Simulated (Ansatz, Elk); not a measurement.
**Cu2Mo: X-ray structure factors from the self-consistent density**

The structure of Cu2Mo used here is made up (a known structure type with other elements) and was relaxed beforehand with PBEsol. The aim is the Fourier transform of its all-electron density, F(hkl), set beside the sum over free spherical atoms that refinements use.

Program: Elk 11.2.3 (patched build). Level of theory: DFT, PBE, all-electron APW+lo, Dirac cores, scalar-relativistic bands, static density, no spin. Results are calculated unless marked as measured.

This account leaves out most program logs.

The structure was built from a prototype and need not be the compound's stable phase.

**1. Starting point**

It takes space group Fd-3m (No. 227, cubic). Conventional cell: a = 6.685 Å, b = 6.685 Å, c = 6.685 Å, α = 90.00°, β = 90.00°, γ = 90.00°. Mo has 12 Cu at 2.77 Å and 4 Mo at 2.89 Å nearest. Cu has 6 Cu at 2.36 Å and 6 Mo at 2.77 Å nearest. Farther neighbours are not listed.

**2. Ground state and structure factors**

An all-electron density is needed, since X-rays see the cores too. Task 0 finds the density and task 195 Fourier-transforms it; tshift is off so that phases refer to the origin typed.

Contents of elk.in:

```
tasks
  0
  195

xctype
  20

spinpol
  .false.

rgkmax
  7.0

gmaxvr
  14.0

lmaxo
  7

lmaxapw
  8

swidth
  0.002

tshift
  .false.

ramdisk
  .false.

hmaxvr
  5.5

maxscl
  120

epspot
  1e-06

sppath
  './'

avec
  -0.00000000000 6.31604546668 6.31604546668
  6.31604546668 -0.00000000000 6.31604546668
  6.31604546668 6.31604546668 -0.00000000000

atoms
  2
  'Mo.in'
  2
  0.2500000000 0.2500000000 0.2500000000   0.000000 0.000000 0.000000
  0.0000000000 -0.0000000000 -0.0000000000   0.000000 0.000000 0.000000
  'Cu.in'
  4
  0.6250000000 0.1250000000 0.6250000000   0.000000 0.000000 0.000000
  0.6250000000 0.6250000000 0.1250000000   0.000000 0.000000 0.000000
  0.1250000000 0.6250000000 0.6250000000   0.000000 0.000000 0.000000
  0.6250000000 0.6250000000 0.6250000000   0.000000 0.000000 0.000000

ngridk
  6 6 6
```

Run with:

```
OMP_NUM_THREADS=4 elk
```

Run time: 37 s. Hardware: 4 threads of Arm Neoverse V1, shared host; peak memory 0.24 GiB.

SFACRHO.OUT:

```text

h k l indices transformed by vhmat matrix:
   1.000000000       0.000000000       0.000000000    
   0.000000000       1.000000000       0.000000000    
   0.000000000       0.000000000       1.000000000    

      h      k      l  multipl.   |H|            Re(F)            Im(F)           |F|

      0      0      0      1   0.0000000       200.00000      0.12771396E-18   200.00000    
      0      1      0      4  0.86151978      0.24393841      0.24393841      0.34498101    
      0      0     -1      4  0.86151978      0.24393841     -0.24393841      0.34498101    
      0     -1     -1      6  0.99479735     -0.37765230E-13 -0.20980085E-13  0.43201580E-13
      2      1      1     12   1.4068559       64.611150     -0.46212145E-13   64.611150    
      0     -1     -2     12   1.6496848       60.761977       60.761977       85.930411    
     -1     -1      1     12   1.6496848       60.761977      -60.761977       85.930411    
     -2      0      0      4   1.7230396     -0.61509087E-13  -84.074918       84.074918    
      0      0      2      4   1.7230396     -0.56915010E-13   84.074918       84.074918    
      0      2      2      6   1.9895947      -21.704982     -0.13887526E-12   21.704982    
     -1      2      0     12   2.1681106      0.90947598      0.90947598       1.2861933    
      0      1     -2     12   2.1681106      0.90947598     -0.90947598       1.2861933    
     -1     -2     -3     24   2.2244345      0.43988803E-14 -0.59443573E-13  0.59606112E-13
      2      3      3     12   2.4367459       51.751555     -0.19156000E-13   51.751555    
     -3     -2     -3     12   2.4367459       51.751555      0.19120791E-13   51.751555    
      3      1      3     12   2.5845593       48.781180      -48.781180       68.987006    
      3      0      2     12   2.5845593       48.781180       48.781180       68.987006    
      0      3      0      4   2.5845593       48.870274      -48.870274       69.113005
```

Elk indexes on the primitive cell of elk.in and gives |H| = 4π sin θ/λ in inverse bohr. Below, one row stands for each form hkl of the conventional cell (m members, Friedel mates merged), F is for one primitive cell and the density is static (no thermal factor). Free-atom factors are Waasmaier and Kirfel's, and R is Σm||F|−|F'||/Σm|F|.

```csv
hkl,m,sin θ/λ (Å⁻¹),"abs F, DFT",neutral atoms,diff.,abs of complex diff.
111,8,0.130,0.345,0.193,+0.152,0.152
200,6,0.150,0.000,0.000,+0.000,0.000
220,12,0.212,64.611,65.172,-0.561,0.561
311,24,0.248,85.930,87.069,-1.139,1.139
222,8,0.259,84.075,85.447,-1.372,1.372
400,6,0.299,21.705,22.718,-1.013,1.013
331,24,0.326,1.286,0.730,+0.556,0.556
420,24,0.335,0.000,0.000,+0.000,0.000
422,24,0.366,51.752,51.520,+0.232,0.232
511,24,0.389,68.987,69.045,-0.058,0.058
333,8,0.389,69.113,69.045,+0.068,0.068
440,12,0.423,111.104,110.951,+0.153,0.153
531,48,0.443,2.667,2.459,+0.208,0.208
442,24,0.449,0.018,0.000,+0.018,0.018
```

**3. The highest occupied states alone**

An energy window below the Fermi level keeps the highest occupied states, to see at which angles they scatter; shallow core shells can lie inside it and anion s states outside. No new self-consistency is needed.

Changes to elk.in since step 2:

```diff
@@ -1,3 +1,2 @@
 tasks
-  0
   195
@@ -40,2 +39,5 @@
 
+wsfac
+  -0.084230 0.656760
+
 sppath
```

Run with:

```
OMP_NUM_THREADS=4 elk
```

The job ended after 11 s (4 threads; peak memory 0.16 GiB).

States within 12 eV below the Fermi level hold 56.00 electrons; any levels below the window count with the cores. Their amplitudes can exceed the total, where window and core parts have opposite phase:

```csv
hkl,sin θ/λ (Å⁻¹),"abs F, window","abs F, all"
111,0.130,13.087,0.345
200,0.150,0.000,0.000
220,0.212,1.993,64.611
311,0.248,11.971,85.930
222,0.259,21.601,84.075
400,0.299,17.999,21.705
331,0.326,8.036,1.286
420,0.335,0.000,0.000
422,0.366,0.262,51.752
511,0.389,6.678,68.987
```

**4. Another functional**

The difference from free atoms is small, so it is set against the change that LDA (Perdew-Wang) makes.

Changes to elk.in since step 3:

```diff
@@ -1,2 +1,3 @@
 tasks
+  0
   195
@@ -4,3 +5,3 @@
 xctype
-  20
+  3
 
@@ -39,5 +40,2 @@
 
-wsfac
-  -0.084230 0.656760
-
 sppath
```

Run with:

```
OMP_NUM_THREADS=4 elk
```

The job ended after 25 s (4 threads; peak memory 0.16 GiB).

Against the first run R = 0.05 %; the largest change is -0.057 at 440.

**5. A coarser k-mesh**

About half the k-points along each axis test the sampling.

Changes to elk.in since step 4:

```diff
@@ -5,3 +5,3 @@
 xctype
-  3
+  20
 
@@ -62,2 +62,2 @@
 ngridk
-  6 6 6
+  3 3 3
```

Run with:

```
OMP_NUM_THREADS=4 elk
```

Wall time 20 s (4 threads); peak memory 0.2 GiB.

Against the first run R = 0.02 %; the largest change is -0.039 at 400.

**6. Settings against the effect**

```csv
run,R against the first run (%),"R against neutral atoms, low angle (%)",wall time
"PBE, rgkmax 7",0.00,1.44,37 s
LDA (Perdew-Wang),0.05,1.46,25 s
k-mesh 3×3×3,0.02,1.45,20 s
```

**7. Results**

* R against neutral atoms, sin θ/λ < 0.3 Å⁻¹: 1.44 %
* R against neutral atoms, 0.3 to 0.82 Å⁻¹: 0.45 %

What this shows: Independent neutral atoms miss the calculated amplitudes by R = 1.44 % below 0.3 Å⁻¹ and 0.45 % from there to 0.82 Å⁻¹; by shells, 44.16 % below 0.15 Å⁻¹ (1 form), 1.40 % 0.15 to 0.3 (4 forms), 0.67 % 0.3 to 0.45 (7 forms), 0.42 % above 0.45 (36 forms). Bonding, aspherical density and the tables' own atoms all enter these figures, and the runs don't part them. The largest change of an amplitude is -1.37 electrons, at 222. Weak lines can change much in proportion: 331 goes from 0.73 to 1.29. The window's part falls from 56.0 electrons at the origin to at most 8.43 between 0.45 and 0.82 Å⁻¹, where compact states inside the window still scatter. Below 0.3 Å⁻¹ the changes that finished (LDA (Perdew-Wang) and k-mesh 3×3×3) move F by R = 0.03 % at most, against the 1.44 % that separates it from free atoms. The basis has no finished test. These runs have no spin, though d or f shells may be open. Part of the difference isn't bonding: the tables are fits to free atoms and ions calculated by other methods than this functional. Thermal motion, anomalous dispersion and extinction are left out.

[Logs are printed without paths, hosts, clocks, repeated set-up lines and the standing remarks that a program may print on its own settings, such as how far it seeks lower states.]

[Hosts, paths, dates, database ids (printed as entryN), source tags and the programs' standing remarks are cut or masked in the printed files.]
